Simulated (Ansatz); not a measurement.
# LuHg (Pm-3m): Grüneisen parameters, part 2 of 2

Wanted: mode Grüneisen parameters of LuHg (Pm-3m).

Ansatz 0.2.0; DFT PBEsol, scalar-relativistic, plane waves, PAW; PAW set soft_1.

So far, highest frequency on the path or at a solved wavevector (cm⁻¹): step 2 (phonons on a q mesh) 120.

## 4. Phonons at the other volume, volume ratio 0.97

The phonons are repeated at this volume on the same k and q meshes.

Input file input.yaml:

```yaml
crystal:
  lattice:
    - [3.5533539412, 0.0, 0.0]
    - [0.0, 3.5533539412, 0.0]
    - [0.0, 0.0, 3.5533539412]
  atoms:
    - { symbol: Lu, position: [0.5, 0.5, 0.5] }
    - { symbol: Hg, position: [0.0, 0.0, 0.0] }
kpoints:
  mp_grid: { grid: [12, 12, 12] }
hamiltonian:
  xc: pbesol
  pseudopotentials: { kind: paw, azcp: { folder: soft_1 }, xc_functional: pbe }
scf:
  occupations: { method: methfessel_paxton, width: 0.2 }
output:
  eigenvalues: true
phonons:
  method: dfpt
  qmesh: [4, 4, 4]
  temperatures: { t_max: 1000, t_step: 50 }
  qpath:
    path:
      - [[0.0, 0.0, 0.0], [0.0, 0.5, 0.0], [0.5, 0.5, 0.0], [0.0, 0.0, 0.0], [0.5, 0.5, 0.5], [0.0, 0.5, 0.0]]
      - [[0.5, 0.5, 0.5], [0.5, 0.5, 0.0]]
    npoints: 10
```

Started as:

```sh
ansatz run input.yaml --threads 4 --pin off --max-ram 10240MiB --backend cpu --events-out ev --progress --plain --runs-dir out
```

Numbers of over 12 decimals in the logs are rounded to 6 here.

Output:

```text
[...]
Crystal: 2 atoms, lattice volume = 44.866 Å³
Basis set: ecut = 420 eV, 895 PW (Γ), exchange–correlation on 48×48×48 points (8 copies of the dense FFT grid, shifted against one another)
Bands: 27, of which v1, the nominal top of the filled ones, is band 23 counted from 1 (22 counted from 0)
Symmetry: 48 space group operations
k-points: 84 of 1728
[...]
SCF iter   1: F=—  HF=-28287.035281 eV  |F-HF|=—  |Δ(HF+E_count)|=         —  Δρ=1.48e-1  dr2=1.66e1  ethr=3.10e-3  ⟨swp⟩=5.3  Hψ=11104  notcnv=0
[...]
SCF iter  13: F=-28283.134161 eV  HF=-28283.134161 eV  |F-HF|=0.00e0  |Δ(HF+E_count)|=    0.00e0  S|Δr|=    0.00e0  Δρ=4.62e-8  dr2=5.41e-13  ethr=1.00e-12  ⟨swp⟩=8.9  Hψ=16411  notcnv=0
SCF 1 converged in 13 iterations: F = -28283.134161 eV  dr2 = 5.41e-13
[...]
NSCF: frozen V_eff on 84 k-points
[...]
SCF converged after 13 iterations
[...]
Free energy (F): -28283.134161 eV
[...]
Internal energy: -28283.136410 eV  (E = F + TS)
E sigma→0 (E₀):  -28283.134723 eV
Entropy (-TS):   0.002249 eV (1.125 meV/atom)
Fermi energy:    17.564881 eV
[...]
--- Band table (eV; the first three rows and the last of 84) ---
  k-point 0: bands = [... 19 lower, 12.0923, 12.1140, 18.0155, 18.0155, 22.1941, 22.1941, 22.1941, 22.2304]
  k-point 1: bands = [... 19 lower, 12.0957, 12.1176, 17.9500, 17.9885, 21.2477, 21.2477, 21.6628, 22.1680]
  k-point 2: bands = [... 19 lower, 12.1052, 12.1276, 17.5466, 17.9139, 20.4074, 20.4074, 21.0016, 22.0969]
  k-point 83: bands = [... 19 lower, 12.1191, 15.3303, 15.3303, 15.3303, 16.0574, 23.1166, 23.1166, 23.1166]
[...]
ASR residual: 8.298e-5 → 0.000e0 eV/Å²; symmetrization residual: 3.184e-5 eV/Å²
  ASR residual per site (eV/Å²): 1.08e-5 8.30e-5
  Γ frequencies (cm⁻¹): 0.00 0.00 0.00 94.04 94.04 94.04
--- Phonons (arbitrary-q DFPT): 10 irreducible q on the 4×4×4 mesh ---
[...]
interpolated dispersion: 62 rows × 6 modes
[...]
```

It took 8.8 min on 4 threads of Arm Neoverse V2, shared host; peak memory 3 GiB.

This step gave:

| Item | Value |
| --- | --- |
| sum-rule residual before enforcement | 8.30e-5 eV/Å² |
| highest frequency on the path or at a solved wavevector | 127.8 cm⁻¹ |
| mean frequency | 76 cm⁻¹ |
| Debye temperature (second moment) | 151 K |
| logarithmic mean frequency | 70.2 cm⁻¹ |
| highest optical mode at the zone centre (no LO-TO term) | 94.04 cm⁻¹ |
| lowest optical zone-centre mode | 94.04 cm⁻¹ |
| lowest mode on the q mesh (acoustic modes at Γ apart) | 31.51 cm⁻¹ |
| zero-point energy per atom | 14.14 meV |
| heat capacity at 300 K | 24.63 J/(mol atoms K) |
| vibrational entropy at 300 K | 52.26 J/(mol atoms K) |

Frequencies (cm⁻¹) solved at each irreducible wavevector; negative means imaginary. Frequencies by wavevector, by row:

```
q in reciprocal lattice units  star  mode 1  mode 2  mode 3  mode 4  mode 5  mode 6
                        0 0 0     1       0       0       0      94      94      94
                     0 0 0.25     6    40.4    40.4    60.4    88.4    88.4   105.8
                     0 0 -0.5     3    63.7    63.7    74.9      79      79   120.8
                  0 0.25 0.25    12    31.5    48.4    71.1    81.7   100.3   110.2
                  0 0.25 -0.5    12    47.2    52.9    62.1    68.6   108.1   119.4
                  0 -0.5 -0.5     3    32.1    32.1    56.5    61.2   127.8   127.8
               0.25 0.25 0.25     8    50.5    50.5    56.6     102   103.7   103.7
               0.25 0.25 -0.5    12    32.3    50.5    69.8    92.9   106.2     118
               0.25 -0.5 -0.5     6    47.1    47.1    68.6    87.1   114.8   114.8
               -0.5 -0.5 -0.5     1    65.2    65.2    65.2   100.5   100.5   100.5
```

The highest optical mode at the zone centre (no LO-TO term) is 94.0 cm⁻¹, +7.3 cm⁻¹ against the base run.

## 5. Relaxing at another volume, volume ratio 1.03

The volume is scaled by 1.03 and held; symmetry leaves nothing to relax, so this is a single point. The modes can then be followed against volume.

input.yaml, the sections that differ from step 4:

```yaml
crystal:
  lattice:
    - [3.6251582151, 0.0, 0.0]
    - [0.0, 3.6251582151, 0.0]
    - [0.0, 0.0, 3.6251582151]
  atoms:
    - { symbol: Lu, position: [0.5, 0.5, 0.5] }
    - { symbol: Hg, position: [0.0, 0.0, 0.0] }
output:
  forces: true
  stress: true
  eigenvalues: true
# kpoints, hamiltonian, scf: as in step 4
# phonons: removed
```

Output:

```text
[...]
Crystal: 2 atoms, lattice volume = 47.641 Å³
Basis set: ecut = 420 eV, 925 PW (Γ), exchange–correlation on 50×50×50 points (8 copies of the dense FFT grid, shifted against one another)
Bands: 27, of which v1, the nominal top of the filled ones, is band 23 counted from 1 (22 counted from 0)
Symmetry: 48 space group operations
[...]
k-points: 84 of 1728
[...]
--- Band table (eV; the first three rows and the last of 84) ---
  k-point 0: bands = [... 19 lower, 10.7595, 10.7786, 16.8259, 16.8259, 20.7410, 20.7410, 20.7410, 20.8087]
  k-point 1: bands = [... 19 lower, 10.7625, 10.7819, 16.7546, 16.8057, 19.8779, 19.8779, 20.2158, 20.7195]
  k-point 2: bands = [... 19 lower, 10.7707, 10.7909, 16.3337, 16.7495, 19.0999, 19.0999, 19.5744, 20.6609]
  k-point 83: bands = [... 19 lower, 10.7821, 14.3448, 14.3448, 14.3448, 14.7259, 21.5218, 21.5218, 21.5218]
[key lines of the parts left out:]
SCF converged after 10 iterations
Free energy (F): -28283.135241 eV
Fermi energy:    16.378394 eV
P = ⅓ Tr σ = -2.2624 GPa (-22.624 kbar)
```

Elapsed: 2.4 s, on 4 threads; peak memory 0.4 GiB; 8.4 s of CPU time.

Numbers from this step:

```yaml
pressure: -2.262 GPa
volume_per_atom: 23.82 Å³
```

The run ends at a pressure of -2.26 GPa.

## 6. Phonons at the other volume, volume ratio 1.03

The phonons are repeated at this volume on the same k and q meshes.

input.yaml: that of step 5 with these lines changed.

```diff
@@ -16,4 +16,11 @@
 output:
-  forces: true
-  stress: true
   eigenvalues: true
+phonons:
+  method: dfpt
+  qmesh: [4, 4, 4]
+  temperatures: { t_max: 1000, t_step: 50 }
+  qpath:
+    path:
+      - [[0.0, 0.0, 0.0], [0.0, 0.5, 0.0], [0.5, 0.5, 0.0], [0.0, 0.0, 0.0], [0.5, 0.5, 0.5], [0.0, 0.5, 0.0]]
+      - [[0.5, 0.5, 0.5], [0.5, 0.5, 0.0]]
+    npoints: 10
```

Output:

```text
[...]
Crystal: 2 atoms, lattice volume = 47.641 Å³
Basis set: ecut = 420 eV, 925 PW (Γ), exchange–correlation on 50×50×50 points (8 copies of the dense FFT grid, shifted against one another)
Bands: 27, of which v1, the nominal top of the filled ones, is band 23 counted from 1 (22 counted from 0)
Symmetry: 48 space group operations
k-points: 84 of 1728
[...]
k-point 83: bands = [... 19 lower, 10.7822, 14.3448, 14.3448, 14.3448, 14.7259, 21.5218, 21.5218, 21.5218]
[...]
ASR residual: 1.010e-4 → 0.000e0 eV/Å²; symmetrization residual: 3.171e-5 eV/Å²
  ASR residual per site (eV/Å²): 6.37e-5 1.01e-4
  Γ frequencies (cm⁻¹): 0.00 0.00 0.00 79.79 79.79 79.79
--- Phonons (arbitrary-q DFPT): 10 irreducible q on the 4×4×4 mesh ---
[...]
interpolated dispersion: 62 rows × 6 modes
[...]
[key lines of the parts left out:]
SCF converged after 13 iterations
Free energy (F): -28283.135241 eV
Fermi energy:    16.378405 eV
```

Elapsed: 11 min, on 4 threads; peak memory 3.1 GiB; 44 min of CPU time.

Numbers from this step:

| Property | Result |
| --- | --- |
| sum-rule residual before enforcement | 1.01e-4 eV/Å² |
| highest frequency on the path or at a solved wavevector | 112.5 cm⁻¹ |
| mean frequency | 67.6 cm⁻¹ |
| Debye temperature (second moment) | 133 K |
| logarithmic mean frequency | 63.2 cm⁻¹ |
| highest optical mode at the zone centre (no LO-TO term) | 79.79 cm⁻¹ |
| lowest optical zone-centre mode | 79.79 cm⁻¹ |
| lowest mode on the q mesh (acoustic modes at Γ apart) | 32.06 cm⁻¹ |
| zero-point energy per atom | 12.58 meV |
| heat capacity at 300 K | 24.70 J/(mol atoms K) |
| vibrational entropy at 300 K | 54.86 J/(mol atoms K) |

The highest optical mode at the zone centre (no LO-TO term) is 79.8 cm⁻¹, -7.0 cm⁻¹ against the base run.

## 7. Grüneisen parameters

The Grüneisen parameter of a mode is minus the logarithmic change of its frequency with volume, −d ln ω / d ln V; weighted by heat capacity it gives the expansion.

This step gave:

* bulk modulus: 82 GPa

The phonon branches at the labelled points (cm⁻¹):

```
    point  branch 1  branch 2  branch 3  branch 4  branch 5  branch 6
        Γ         0         0         0        87        87        87
  halfway        38        38        57        82        82        99
        X        59        59        71        74        74       115
  halfway        46        51        57        64       101       112
        M        34        34        52        57       120       120
  halfway        32        46        67        76        95       103
        Γ         0         0         0        87        87        87
  halfway        48        48        54        96        97        97
        R        61        61        61        94        94        94
  halfway        33        49        65        87        99       111
        X        59        59        71        74        74       115
jump to R        61        61        61        94        94        94
  halfway        46        46        64        82       107       107
        M        34        34        52        57       120       120
```

The same for volume x 0.97:

```
point  branch 1  branch 2  branch 3  branch 4  branch 5  branch 6
    Γ         0         0         0        94        94        94
    X        64        64        75        79        79       121
    M        32        32        56        61       128       128
    Γ         0         0         0        94        94        94
    R        65        65        65       100       100       100
    X        64        64        75        79        79       121
    R        65        65        65       100       100       100
    M        32        32        56        61       128       128
```

The same for volume x 1.03:

```
point  branch 1  branch 2  branch 3  branch 4  branch 5  branch 6
    Γ         0         0         0        80        80        80
    X        55        55        67        70        70       109
    M        36        36        47        52       112       112
    Γ         0         0         0        80        80        80
    R        57        57        57        87        87        87
    X        55        55        67        70        70       109
    R        57        57        57        87        87        87
    M        36        36        47        52       112       112
```

The first set of phonon branches as a text plot (rows in cm⁻¹):

```
    125 |
    120 |             ***                                      **
    114 |      **** ***  *                             ***    *
    109 |     *    **     ***                      ****      *
    104 |    *             ***           ***      *         *
     99 |   *                 *         *****    ****      *
     93 |  *       *         * **    ***     ******* *    *
     88 |**       *           *******  *            * *    **
     83 |  ***                 **   ***              * *     *
     77 |     ** *           **                       ***
     72 |      ****        **                            *
     67 |     *  * *      *  **                   ****  *   ***
     61 |    *  **  *    * **        ***    ******    ******  **
     56 |   *  *  *********    *        *  * *   *     **  *    *
     51 |     *    *   ** ***       *   *** *     *****     *
     45 |    *      *    *   *           ***      *   *      *
     40 |  **       *** *     * *      *           *          *
     35 |             *******        **             **         **
     29 |                    ***
     24 | **                   **  **
     19 | *                      *
     13 |*                      **
      8 |*                       * *
      3 |                         *
         Γ      X      M          Γ            R        X|R     M
```

Mode Grueneisen parameter -dln(w)/dln(V), modes matched by rank; at Γ the acoustic branches take the value of a neighbouring point of the path. Mode grüneisen parameters along the path, in :

```
    point  branch 1  branch 2  branch 3  branch 4  branch 5  branch 6
        Γ      1.23      1.23      1.89      2.73      2.73      2.73
  halfway      1.78      1.78      1.80      2.54      2.54      2.17
        X      2.54      2.54      1.86      2.09      2.09      1.70
  halfway      0.54      1.28      2.64      2.34      2.26      2.01
        M     -2.00     -2.00      2.96      2.68      2.12      2.12
  halfway     -0.31      2.09      1.96      2.55      1.94      2.21
        Γ     -0.26      1.32      1.83      2.73      2.73      2.73
  halfway      1.41      1.41      1.38      2.05      2.20      2.20
        R      2.33      2.33      2.33      2.38      2.38      2.38
  halfway     -0.71      1.23      2.19      2.10      2.30      2.04
        X      2.54      2.54      1.86      2.09      2.09      1.70
jump to R      2.33      2.33      2.33      2.38      2.38      2.38
  halfway      0.83      0.83      2.15      2.05      2.23      2.23
        M     -2.00     -2.00      2.96      2.68      2.12      2.12
```

The mode Grüneisen parameters as a text plot (rows in , shown from -1.9 to 2.8 only):

```
   2.71 |***       ********     ****                            *
   2.52 |  *** ***  *    * ******   *                 ****     *
   2.32 |     *   **       ** **     ***    ************  *****
   2.12 |   * ***** ***********      ** ******  ********** ******
   1.93 |**  **** **         ********  *         *   *** *
   1.73 |  *** *****                       *           *** *
   1.53 |                  **  *         ** *     *  * *
   1.34 | **              *     ***     *          *        *
   1.14 |*                             *          * *
   0.94 |          *                 **
   0.74 |           *              **    ***          *      *
   0.55 |
   0.35 |
   0.15 |                                          *
  -0.04 |           **   *
  -0.24 |                    ******                  *
  -0.44 |
  -0.63 |                  **                       *         *
  -0.83 |            **
  -1.03 |                 *
  -1.23 |               *                                      *
  -1.42 |             *
  -1.62 |                *
  -1.82 |               *                                       *
         Γ      X      M          Γ            R        X|R     M
```

(dS/dlnV)/C_V. Thermodynamic Grueneisen parameter against temperature:

```
temperature (K)  thermodynamic Grueneisen parameter
             50                                1.65
            100                                1.73
            150                                1.75
            200                                1.75
            250                                1.76
            300                                1.76
            350                                1.76
            400                                1.76
            450                                1.76
            500                                1.76
            550                                1.76
            600                                1.76
            650                                1.76
            700                                1.76
            750                                1.76
            800                                1.76
            850                                1.76
            900                                1.76
            950                                1.76
           1000                                1.76
```

Gamma C_V/(B V) at the static volume. Volume expansion against temperature:

```
temperature (K)  volume expansion (1e-6/K)
             50                       25.2
            100                       34.3
            150                       36.5
            200                       37.4
            250                       37.7
            300                       38.0
            350                       38.1
            400                       38.2
            450                       38.2
            500                       38.3
            550                       38.3
            600                       38.3
            650                       38.3
            700                       38.4
            750                       38.4
            800                       38.4
            850                       38.4
            900                       38.4
            950                       38.4
           1000                       38.4
```

## 8. Outcome

```json
{
  "bulk modulus": "82 GPa",
  "thermodynamic Grüneisen parameter at 300 K": "1.758",
  "volume expansion at 300 K, estimated": "37.96 × 10⁻⁶ K⁻¹"
}
```

In words: By this estimate the volume grows by 38.0 × 10⁻⁶ per kelvin at 300 K. The highest optical mode at Γ goes from 94 to 80 cm⁻¹ as the cell grows, a Grüneisen parameter of 2.74. Mode parameters on the path run from -2 to 3.0, with a median of 2.1. Modes with negative values stiffen as the cell grows and pull against the expansion. Branches are matched by rank, so values near crossings are rough. The expansion is the Grüneisen estimate at the static volume, with the static bulk modulus. With no gap, or one that is small against the smearing, the frequencies hang on the k mesh and the smearing, most of all near Kohn anomalies. The phonon runs are without spin polarisation, although the cell has an odd electron count. Spin-orbit coupling is left out, which can matter for the heavy elements here. The PAW files were made for PBE and serve the other functionals too.

[Logs are printed without paths, hosts, clocks, repeated set-up lines and the standing remarks that a program may print on its own settings, such as how far it seeks lower states.]

[Hosts, paths, dates, database ids (printed as entryN), source tags and the programs' standing remarks are cut or masked in the printed files.]
